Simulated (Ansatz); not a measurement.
**(KCl)3(SrS)1 [001] superlattice, started as rocksalt type: the cell at rest**

Aim: bring (KCl)3(SrS)1 [001] superlattice, started as rocksalt type to small forces and stress, as phonons need.

Main program and level: Ansatz 0.2.0; DFT PBEsol, scalar-relativistic, plane waves, PAW.

The structure was built from a prototype and need not be the compound's stable phase.

**1. The starting structure**

The structure is tetragonal, space group P4/mmm (No. 123). The conventional cell has a = 4.400 Å, b = 4.400 Å, c = 12.445 Å, α = 90.00°, β = 90.00°, γ = 90.00°. Nearest to Cl lie 1 Sr at 3.11 Å and 5 K at 3.11 Å. Nearest to Cl lie 6 K at 3.11 Å. K has 5 Cl at 3.11 Å and 1 S at 3.11 Å nearest. K has 6 Cl at 3.11 Å nearest. Nearest to S lie 4 Sr at 3.11 Å and 2 K at 3.11 Å. Nearest to Sr lie 2 Cl at 3.11 Å and 4 S at 3.11 Å. Farther neighbours and most contacts between anions are not listed.

**2. Probe on a coarse mesh**

First a cheap look: the gap decides the mesh and the occupations, the pressure tells how far the cell has to move.

input.yaml reads:

```yaml
crystal:
  lattice:
    - [3.11125, 3.11125, 0.0]
    - [-3.11125, 3.11125, 0.0]
    - [0.0, 0.0, 12.445]
  atoms:
    - { symbol: Cl, position: [0.5, 0.5, 0.0] }
    - { symbol: Cl, position: [1.0, 0.0, 0.25] }
    - { symbol: Cl, position: [0.5, 0.5, 0.5] }
    - { symbol: K, position: [0.0, 0.0, 0.0] }
    - { symbol: K, position: [0.5, 0.5, 0.25] }
    - { symbol: K, position: [0.0, 0.0, 0.5] }
    - { symbol: S, position: [1.0, 0.0, 0.75] }
    - { symbol: Sr, position: [0.5, 0.5, 0.75] }
kpoints:
  mp_grid: { grid: [4, 4, 2] }
hamiltonian:
  xc: pbesol
scf:
  occupations: { method: gaussian, width: 0.1 }
output:
  forces: true
  stress: true
  eigenvalues: true
```

Command:

```
> ansatz run input.yaml --threads 8 --pin off --max-ram 14336MiB --backend cpu --events-out ev --progress --plain --runs-dir out
```

Numbers of over 12 decimals in the logs are rounded to 6 here.

Log:

```text
Engine: ansatz 0.2.0, aarch64-unknown-linux-gnu
Pseudopotentials: kind: paw
Pseudopotential: Cl, paw, valence charge 7, recommended cutoff 420 eV (normal), Cl.paw.azcp
Pseudopotential: K, paw, valence charge 9, recommended cutoff 420 eV (normal), K.paw.azcp
Pseudopotential: S, paw, valence charge 6, recommended cutoff 420 eV (normal), S.paw.azcp
[...]
k-point 0: bands = [... 28 lower, 1.3075, 3.0632, 3.5360, 3.5360, 6.5074, 6.6538, 7.8671, 8.0753, ... 3 higher]
  k-point 1: bands = [... 28 lower, 1.3037, 3.0011, 3.5354, 3.5354, 6.6597, 6.9879, 7.1104, 7.9483, ... 3 higher]
  k-point 2: bands = [... 28 lower, 1.1687, 2.5875, 3.0713, 3.1802, 7.4312, 7.6841, 8.4179, 8.5878, ... 3 higher]
  k-point 11: bands = [... 28 lower, 1.0196, 2.7987, 2.7987, 3.3192, 7.1974, 7.1974, 8.2293, 8.2293, ... 3 higher]
[key lines of the parts left out:]
SCF converged after 7 iterations
Free energy (F): -12123.289612 eV
Fermi energy:    5.023873 eV
P = ⅓ Tr σ = -1.1628 GPa (-11.628 kbar)
```

It took 1.1 s on 8 threads of Arm Neoverse V2, shared host; peak memory 0.79 GiB.

A gap read on the k-mesh alone can miss the band edges.

Numbers from this step:

```yaml
pressure: -1.163 GPa
gap_on_the_k_mesh: 2.971 eV
volume_per_atom: 30.12 Å³
direct_gap_on_mesh: 2.971 eV
```

The coarse mesh shows a gap of 2.97 eV and a pressure of -1.2 GPa.

**3. Relaxation**

The cell and atoms are relaxed, since residual forces and stress would shift the frequencies.

Edit input.yaml of step 2 so:

```diff
@@ -19,3 +19,3 @@
 scf:
-  occupations: { method: gaussian, width: 0.1 }
+  occupations: { method: gaussian, width: 0.02 }
 output:
@@ -24 +24,10 @@
   eigenvalues: true
+  write_density: true
+  write_potential: true
+  elf: true
+  volumetric_format: npy
+relax:
+  adjacent_minimum: "off"
+  f_tol: 0.005
+  max_steps: 80
+  cell: { stress_tol: 0.05 }
```

Log:

```text
[...]
Crystal: 8 atoms, lattice volume = 240.932 Å³
Basis set: ecut = 420 eV, 4753 PW (Γ), exchange–correlation on 60×60×180 points (8 copies of the dense FFT grid, shifted against one another)
Bands: 40, of which v1, the nominal top of the filled ones, is band 32 counted from 1 (31 counted from 0)
Symmetry: 16 space group operations
[...]
k-points: 12 of 32
[...]
SCF iter   1: F=—  HF=-12123.303880 eV  |F-HF|=—  |Δ(HF+E_count)|=         —  Δρ=3.51e-3  dr2=4.69e-2  ethr=1.77e-3  ⟨swp⟩=12.8  Hψ=2601  notcnv=0
[...]
SCF iter   7: F=-12123.289612 eV  HF=-12123.289611 eV  |F-HF|=8.45e-9  |Δ(HF+E_count)|=   1.88e-7  Δρ=1.81e-6  dr2=1.23e-8  ethr=1.56e-10  ⟨swp⟩=16.2  Hψ=3827  notcnv=0
SCF 1 converged in 7 iterations: F = -12123.289612 eV  dr2 = 1.23e-8
[...]
relax step   1: F+E_penalty+E_count = -12123.28961150 eV  Δ(F+E_penalty+E_count) = +0.000e0 eV  max|allowed force component| = 2.155e-1 eV/Å  Δτ_max = 0.0000 Å  P = -1.163 GPa  Ω = 240.932 Å³  (7 SCF iters, dr2 threshold 1.00e-7 eV, accepted)
Crystal: 8 atoms, lattice volume = 231.615 Å³
Basis set: ecut = 420 eV, 4505 PW (Γ), exchange–correlation on 60×60×180 points (8 copies of the dense FFT grid, shifted against one another)
[...]
iter 1 solved again at ethr=2.88e-5 eV; its pass at ethr=3.10e-3 eV (dr2=1.84e-2 eV) is discarded
[...]
SCF iter   6: F=-12123.352624 eV  HF=-12123.352624 eV  |F-HF|=3.87e-8  |Δ(HF+E_count)|=   9.75e-7  Δρ=5.93e-6  dr2=1.20e-7  ethr=1.25e-9  ⟨swp⟩=15.6  Hψ=4050  notcnv=0
SCF 2 converged in 6 iterations: F = -12123.352624 eV  dr2 = 1.20e-7
relax step   2: F+E_penalty+E_count = -12123.35262440 eV  Δ(F+E_penalty+E_count) = -6.301e-2 eV  max|allowed force component| = 2.301e-2 eV/Å  Δτ_max = 0.0746 Å  P = -0.112 GPa  Ω = 231.615 Å³  energy of the carried Pulay correction = +7.098e-5 eV  (6 SCF iters, dr2 threshold 8.00e-7 eV, accepted)
Crystal: 8 atoms, lattice volume = 230.575 Å³
Basis set: ecut = 420 eV, 4457 PW (Γ), exchange–correlation on 60×60×180 points (8 copies of the dense FFT grid, shifted against one another)
[...]
SCF iter   5: F=-12123.354984 eV  HF=-12123.354984 eV  |F-HF|=5.92e-8  |Δ(HF+E_count)|=   2.03e-7  Δρ=4.67e-6  dr2=5.04e-8  ethr=2.73e-10  ⟨swp⟩=12.9  Hψ=3811  notcnv=0
SCF 3 converged in 5 iterations: F = -12123.354984 eV  dr2 = 5.04e-8
relax step   3: F+E_penalty+E_count = -12123.35498370 eV  Δ(F+E_penalty+E_count) = -2.359e-3 eV  max|allowed force component| = 7.407e-3 eV/Å  Δτ_max = 0.0124 Å  P = +0.046 GPa  Ω = 230.575 Å³  energy of the carried Pulay correction = +7.908e-5 eV  (5 SCF iters, dr2 threshold 1.74e-7 eV, accepted)
[...]
relax step   4: F+E_penalty+E_count = -12123.35524382 eV  Δ(F+E_penalty+E_count) = -2.601e-4 eV  max|allowed force component| = 1.919e-3 eV/Å  Δτ_max = 0.0028 Å  P = +0.011 GPa  Ω = 230.948 Å³  energy of the carried Pulay correction = +7.617e-5 eV  (5 SCF iters, dr2 threshold 4.89e-8 eV, accepted)
[...]
SCF iter   1: F=—  HF=-12123.355238 eV  |F-HF|=—  |Δ(HF+E_count)|=         —  Δρ=8.00e-6  dr2=2.24e-8  ethr=6.21e-7  ⟨swp⟩=3.3  Hψ=3940  notcnv=0
eigensolver tolerance schedule: the retry pair's looser diagonalisation over-reported the residual by 17716.78 of it (diagonalisation noise at an unbounded share of the residual, at the tolerance the schedule requests for it); recorded, not acted on — ethr = c·dr2/N_el stays at c = 1.0e-1
[...]
SCF iter   2: F=—  HF=-12123.355182 eV  |F-HF|=—  |Δ(HF+E_count)|=   5.60e-5  Δρ=4.40e-6  dr2=1.05e-8  ethr=3.50e-11  ⟨swp⟩=4.2  Hψ=1451  notcnv=0
[...]
SCF iter   5: F=-12123.355182 eV  HF=-12123.355182 eV  |F-HF|=2.55e-11  |Δ(HF+E_count)|=  5.18e-10  Δρ=1.91e-7  dr2=5.55e-11  ethr=1.00e-12  ⟨swp⟩=8.5  Hψ=2582  notcnv=0
SCF 5 converged in 5 iterations: F = -12123.355182 eV  dr2 = 5.55e-11
relax step   5: F+E_penalty+E_count = -12123.35518158 eV  Δ(F+E_penalty+E_count) = +6.224e-5 eV  max|allowed force component| = 1.904e-3 eV/Å  Δτ_max = 0.0000 Å  P = +0.011 GPa  Ω = 230.948 Å³  stress off target by 2.23e-2 GPa  SCF on the basis re-selected at this cell (its energy is not comparable with the rows above)  (5 SCF iters)
basis re-selected at this cell: Δ(F+E_penalty+E_count) = +6.224e-5 eV, ΔP = -0.000 GPa vs the last step (what re-selecting the basis moved, of the pressure what is left beyond the Pulay correction that the steps carried, after the strain that the cell walked since its last selection, with what the two solves' SCF thresholds leave and, on support functions, any second-order correction that the steps lacked; it is no m [...]
SCF converged after 5 iterations
Free energy (F): -12123.355182 eV
[...]
Internal energy: -12123.355182 eV  (E = F + TS)
E sigma→0 (E₀):  -12123.355182 eV
Fermi energy:    5.484460 eV
[...]
--- Forces (eV/Å), atoms counted from 1 ---
  atom   1  Cl     0.00000000    -0.00000000     0.00190406
  atom   2  Cl     0.00000000    -0.00000000     0.00000000
  atom   3  Cl     0.00000000    -0.00000000    -0.00190406
  atom   4  K     -0.00000000    -0.00000000    -0.00078413
  atom   5  K      0.00000000     0.00000000     0.00000000
  atom   6  K     -0.00000000     0.00000000     0.00078413
  atom   7  S      0.00000000    -0.00000000     0.00000000
  atom   8  Sr    -0.00000000    -0.00000000     0.00000000
  max |Σ_I F_I| component: 2.17e-19 eV/Å
--- Stress (GPa, compression-positive) ---
        0.005734       0.000000       0.000000
        0.000000       0.005734       0.000000
        0.000000       0.000000       0.022256
  P = ⅓ Tr σ = 0.0112 GPa (0.112 kbar)
--- Band table (eV; the first three rows and the last of 12) ---
  k-point 0: bands = [... 28 lower, 1.5654, 3.4361, 3.9901, 3.9901, 6.9787, 7.0314, 8.3203, 8.4536, ... 4 higher]
  k-point 1: bands = [... 28 lower, 1.5561, 3.3740, 3.9895, 3.9895, 7.0391, 7.4876, 7.6301, 8.1926, ... 4 higher]
  k-point 2: bands = [... 28 lower, 1.4036, 2.9695, 3.4446, 3.5822, 7.9028, 8.1248, 8.8617, 8.9660, ... 4 higher]
  k-point 11: bands = [... 28 lower, 1.2472, 3.2301, 3.2301, 3.7066, 7.5919, 7.5919, 8.4331, 8.4331, ... 4 higher]
--- Relaxed structure (4 steps of the walk, 4 accepted, 1 SCFs on fresh bases) ---
  F+E_penalty+E_count = -12123.35518158 eV   max|allowed force component| = 1.904e-3 eV/Å   (the final SCF, on the basis selected at the relaxed cell)
  cell:  # Å, volume = 230.9485 Å³
    - [3.048934, 3.048934, 0.0]
    - [-3.048934, 3.048934, 0.0]
    - [0.0, 0.0, 12.421929]
  atoms:
    - { symbol: Cl, position: [0.5, 0.5, -0.00680625] }
    - { symbol: Cl, position: [1.0, 0.0, 0.25] }
    - { symbol: Cl, position: [0.5, 0.5, 0.506806] }
    - { symbol: K, position: [0, 0, -0.00292183] }
    - { symbol: K, position: [0.5, 0.5, 0.25] }
    - { symbol: K, position: [0, 0, 0.502922] }
    - { symbol: S, position: [1.0, 0.0, 0.75] }
    - { symbol: Sr, position: [0.5, 0.5, 0.75] }
```

It took 5.9 s on 8 threads; peak memory 0.82 GiB; 41 s of CPU time.

Relaxation path:

```tsv
step	energy less that of the first step (eV)	largest force component (eV/Å)	pressure (GPa)	volume (Å³)
1	0.0000	0.2155	-1.16	240.93
2	-0.0630	0.0230	-0.11	231.62
3	-0.0654	0.0074	0.05	230.58
4	-0.0656	0.0019	0.01	230.95
5*	-0.0656	0.0019	0.01	230.95
```

Relaxation steps marked * repeat the geometry before them on a plane-wave basis chosen anew for their cell, so energy and pressure can jump there.

The run keeps the 16 symmetry operations that it works with, so distortions that break them were not tested.

```tsv
conventional cell, symmetrised	before	after	change
a (Å)	4.400	4.312	-2.0 %
b (Å)	4.400	4.312	-2.0 %
c (Å)	12.445	12.422	-0.2 %
volume (Å³/atom)	30.12	28.87	-4.1 %
```

The atoms that moved most (Å, as changes of fractional coordinates times the final cell):

```tsv
atom	dx	dy	dz	length
Cl3	0.000	0.000	0.085	0.085
Cl1	0.000	0.000	-0.085	0.085
K4	0.000	0.000	-0.036	0.036
K6	0.000	0.000	0.036	0.036
```

Numbers from this step:

| Property | Result |
| --- | --- |
| pressure | 0.01124 GPa |
| gap on the k-mesh | 2.989 eV |
| volume per atom | 28.87 Å³ |
| direct gap on mesh | 2.989 eV |

Electrostatic potential energy in the ac plane at fractional y = 0.500, with atoms of Cl and K and Sr within 0.2 Å of it. With pseudopotentials it is smooth inside the atoms' cores, unlike the true potential.

Values in eV, 24 rows by 14 columns, each cell a mean:
```
  8   8   8   6  -3 -29 -44 -48 -41 -18   2   7   8   8
  8   8   8   8   5  -2 -11 -15  -9   1   6   8   8   8
  8   8   8   8   7   6   5   5   5   6   7   8   8   8
  8   8   7   6   4   1  -1  -2  -1   2   4   6   8   8
  8   8   6   2  -4 -20 -35 -38 -32 -12  -1   4   7   8
  8   7   5  -1 -17 -49 -52 -52 -52 -39  -9   1   6   8
  8   7   5   0 -12 -42 -51 -52 -50 -31  -7   2   6   8
  8   8   6   4  -1  -9 -19 -22 -16  -5   1   5   7   8
  8   8   8   7   6   4   3   3   3   5   6   7   8   8
  8   8   8   8   7   5   3   2   4   6   7   8   8   8
  8   8   8   7   3 -12 -26 -30 -22  -5   5   8   8   8
  8   8   8   6  -5 -34 -48 -51 -45 -23   0   7   8   8
  8   8   8   7   0 -21 -37 -41 -33 -12   3   7   8   8
  8   8   8   8   7   4  -1  -3   1   5   7   8   8   8
  8   8   8   8   7   7   7   6   7   7   8   8   8   8
  8   8   7   7   6   4   3   2   3   5   6   7   7   8
  8   7   6   4   0 -11 -21 -24 -18  -6   2   5   7   7
  8   7   6   2  -9 -31 -43 -45 -40 -22  -3   4   6   7
  8   7   6   3  -6 -25 -38 -41 -35 -17  -2   4   6   7
  8   7   7   5   3  -2  -8 -11  -7   0   4   6   7   8
  8   8   7   7   6   6   5   5   5   6   7   7   8   8
  8   8   8   8   8   7   6   6   6   7   8   8   8   8
  8   8   8   8   5  -3 -13 -17 -10   1   6   8   8   8
  8   8   8   6  -4 -30 -45 -49 -42 -19   1   7   8   8
```
Columns run along a (4.3 Å; values clipped at the 3rd and 97th percentile), rows up along c (12.4 Å). Atoms in or near the plane, at fractional coordinates: Cl at (0.50, 0.99), Cl at (0.50, 0.51), K at (0.50, 0.25), Sr at (0.50, 0.75).

ELF in the ac plane at fractional y = 0.500, with atoms of Cl and K and Sr within 0.2 Å of it. It is the smooth field of the valence electrons, not physical close to the nuclei.

Values, 24 rows by 14 columns, each cell a mean:
```
0.01 0.10 0.47 0.75 0.85 0.83 0.65 0.52 0.73 0.86 0.83 0.68 0.31 0.05
0.01 0.05 0.27 0.57 0.75 0.83 0.85 0.85 0.85 0.81 0.70 0.47 0.16 0.03
0.01 0.02 0.05 0.16 0.29 0.40 0.45 0.46 0.44 0.37 0.25 0.11 0.04 0.02
0.03 0.03 0.02 0.02 0.08 0.20 0.30 0.33 0.27 0.15 0.05 0.02 0.02 0.03
0.05 0.04 0.03 0.14 0.52 0.78 0.82 0.82 0.82 0.72 0.37 0.07 0.03 0.04
0.06 0.04 0.05 0.34 0.79 0.80 0.42 0.20 0.57 0.85 0.67 0.18 0.04 0.05
0.06 0.04 0.04 0.28 0.74 0.83 0.63 0.48 0.71 0.84 0.60 0.14 0.03 0.05
0.05 0.03 0.02 0.07 0.32 0.62 0.74 0.77 0.71 0.52 0.21 0.04 0.02 0.04
0.02 0.02 0.02 0.03 0.06 0.10 0.14 0.16 0.13 0.09 0.05 0.03 0.02 0.02
0.01 0.03 0.11 0.31 0.51 0.64 0.69 0.71 0.68 0.60 0.45 0.23 0.07 0.02
0.01 0.07 0.36 0.67 0.82 0.86 0.83 0.81 0.84 0.85 0.78 0.58 0.23 0.04
0.01 0.11 0.50 0.77 0.86 0.82 0.55 0.35 0.66 0.86 0.84 0.71 0.33 0.06
0.01 0.10 0.46 0.74 0.85 0.85 0.76 0.69 0.80 0.87 0.82 0.67 0.30 0.05
0.01 0.05 0.25 0.53 0.70 0.79 0.82 0.83 0.82 0.77 0.65 0.44 0.15 0.03
0.01 0.01 0.04 0.12 0.20 0.26 0.28 0.29 0.28 0.24 0.17 0.09 0.02 0.01
0.01 0.01 0.01 0.02 0.06 0.18 0.27 0.30 0.25 0.13 0.04 0.01 0.01 0.01
0.01 0.01 0.02 0.17 0.55 0.80 0.85 0.86 0.84 0.74 0.41 0.08 0.01 0.01
0.01 0.01 0.04 0.36 0.79 0.86 0.76 0.66 0.81 0.86 0.67 0.19 0.02 0.01
0.01 0.01 0.03 0.31 0.75 0.86 0.82 0.77 0.84 0.85 0.62 0.16 0.02 0.01
0.01 0.01 0.01 0.08 0.33 0.60 0.71 0.74 0.69 0.51 0.23 0.04 0.01 0.01
0.01 0.01 0.01 0.02 0.03 0.07 0.10 0.12 0.10 0.05 0.03 0.01 0.01 0.01
0.01 0.02 0.10 0.26 0.41 0.51 0.55 0.57 0.54 0.48 0.37 0.20 0.06 0.01
0.01 0.07 0.35 0.64 0.79 0.84 0.85 0.85 0.85 0.83 0.75 0.56 0.22 0.04
0.01 0.11 0.49 0.76 0.86 0.83 0.64 0.49 0.72 0.86 0.84 0.70 0.32 0.05
```
Columns run along a (4.3 Å), rows up along c (12.4 Å). Atoms in or near the plane, at fractional coordinates: Cl at (0.50, 0.99), Cl at (0.50, 0.51), K at (0.50, 0.25), Sr at (0.50, 0.75).

Valence density in the ac plane at fractional y = 0.500, with atoms of Cl and K and Sr within 0.2 Å of it. It is the smooth field of the valence electrons, not physical close to the nuclei.

Ten even steps from '_' (0.0 e/Å³) to '@' (4.1 e/Å³), each cell a mean:
```
________..----::----..______
__________..::::::..________
____________________________
____________________________
__________::====--..________
________::++++==**==..______
________..==++++++--..______
__________..::::::__________
____________________________
______________..____________
________..::------..________
________::--::..----..______
________..--------::..______
____________......__________
____________________________
____________________________
__________::====--..________
________..**@@@@%%==..______
________..==%%%%##--________
__________....::..__________
____________________________
____________________________
__________..::::::..________
________..----::----..______
```
Columns run along a (4.3 Å), rows up along c (12.4 Å). Atoms in or near the plane, at fractional coordinates: Cl at (0.50, 0.99), Cl at (0.50, 0.51), K at (0.50, 0.25), Sr at (0.50, 0.75).

In this step the volume went from 30.12 to 28.87 Å³/atom.

**4. Relaxing to small forces for the phonons**

Phonons need a cell at rest on their own settings, so the relaxation is repeated with tight tolerances on forces and stress, using the mesh and the filling of the phonon run that follows.

input.yaml reads:

```yaml
crystal:
  lattice:
    - [3.0489340767, 3.0489340767, 0.0]
    - [-3.0489340767, 3.0489340767, 0.0]
    - [0.0, 0.0, 12.4219293626]
  atoms:
    - { symbol: Cl, position: [0.5, 0.5, -0.0068062485] }
    - { symbol: Cl, position: [1.0, 0.0, 0.25] }
    - { symbol: Cl, position: [0.5, 0.5, 0.5068062485] }
    - { symbol: K, position: [0.0, 0.0, -0.0029218302] }
    - { symbol: K, position: [0.5, 0.5, 0.25] }
    - { symbol: K, position: [0.0, 0.0, 0.5029218302] }
    - { symbol: S, position: [1.0, 0.0, 0.75] }
    - { symbol: Sr, position: [0.5, 0.5, 0.75] }
kpoints:
  mp_grid: { grid: [4, 4, 2] }
hamiltonian:
  xc: pbesol
scf:
  occupations: { method: fixed }
output:
  forces: true
  stress: true
  eigenvalues: true
relax:
  adjacent_minimum: "off"
  f_tol: 0.001
  max_steps: 60
  cell: { stress_tol: 0.01 }
```

Log:

```text
[...]
Crystal: 8 atoms, lattice volume = 230.948 Å³
Basis set: ecut = 420 eV, 4449 PW (Γ), exchange–correlation on 60×60×180 points (8 copies of the dense FFT grid, shifted against one another)
Bands: 40, of which v1, the nominal top of the filled ones, is band 32 counted from 1 (31 counted from 0)
[... 1 set-up line as in the run before ...]
[...]
k-points: 12 of 32
[...]
- [3.049126, 3.049126, 0.0]
    - [-3.049126, 3.049126, 0.0]
    - [0.0, 0.0, 12.424993]
  atoms:
    - { symbol: Cl, position: [0.5, 0.5, -0.00676318] }
    - { symbol: Cl, position: [1.0, 0.0, 0.250000] }
    - { symbol: Cl, position: [0.5, 0.5, 0.506763] }
    - { symbol: K, position: [0, 0, -0.00293788] }
    - { symbol: K, position: [0.5, 0.5, 0.250000] }
    - { symbol: K, position: [0, 0, 0.502938] }
    - { symbol: S, position: [1.0, 0.0, 0.75] }
    - { symbol: Sr, position: [0.5, 0.5, 0.75] }
[key lines of the parts left out:]
SCF converged after 6 iterations
Free energy (F): -12123.355188 eV
Fermi energy:    3.985378 eV
P = ⅓ Tr σ = 0.0011 GPa (0.011 kbar)
```

Elapsed: 3.4 s, on 8 threads; peak memory 0.8 GiB; 23 s of CPU time.

Little changed from the start: no atom moved by 0.005 Å and no cell edge by 0.1 %.

This step gave:

```
pressure        : 0.001084 GPa
volume per atom : 28.88 Å³
```

The largest force component left is 0.49 meV/Å and the pressure is 0.001 GPa, within the tolerances set. The cell now holds 28.88 Å³/atom.

**5. Summary of results**

- space group after relaxation (within 0.01 Å): P4/mmm
- lattice constant a: 4.312 Å
- lattice constant b: 4.312 Å
- lattice constant c: 12.425 Å
- volume per atom: 28.9 Å³
- gap on the k-mesh: 2.99 eV

What this shows: The largest force component left is 0.49 meV/Å and the pressure is 0.001 GPa, within the tolerances set. The cell now holds 28.88 Å³/atom. The relaxation keeps the symmetry of its start, so it says nothing on stability against lower symmetry. The starting cell was built on a prototype and not taken from a measurement, so the phase need not exist.

[Logs are printed without paths, hosts, clocks, repeated set-up lines and the standing remarks that a program may print on its own settings, such as how far it seeks lower states.]

[Hosts, paths, dates, database ids (printed as entryN), source tags and the programs' standing remarks are cut or masked in the printed files.]
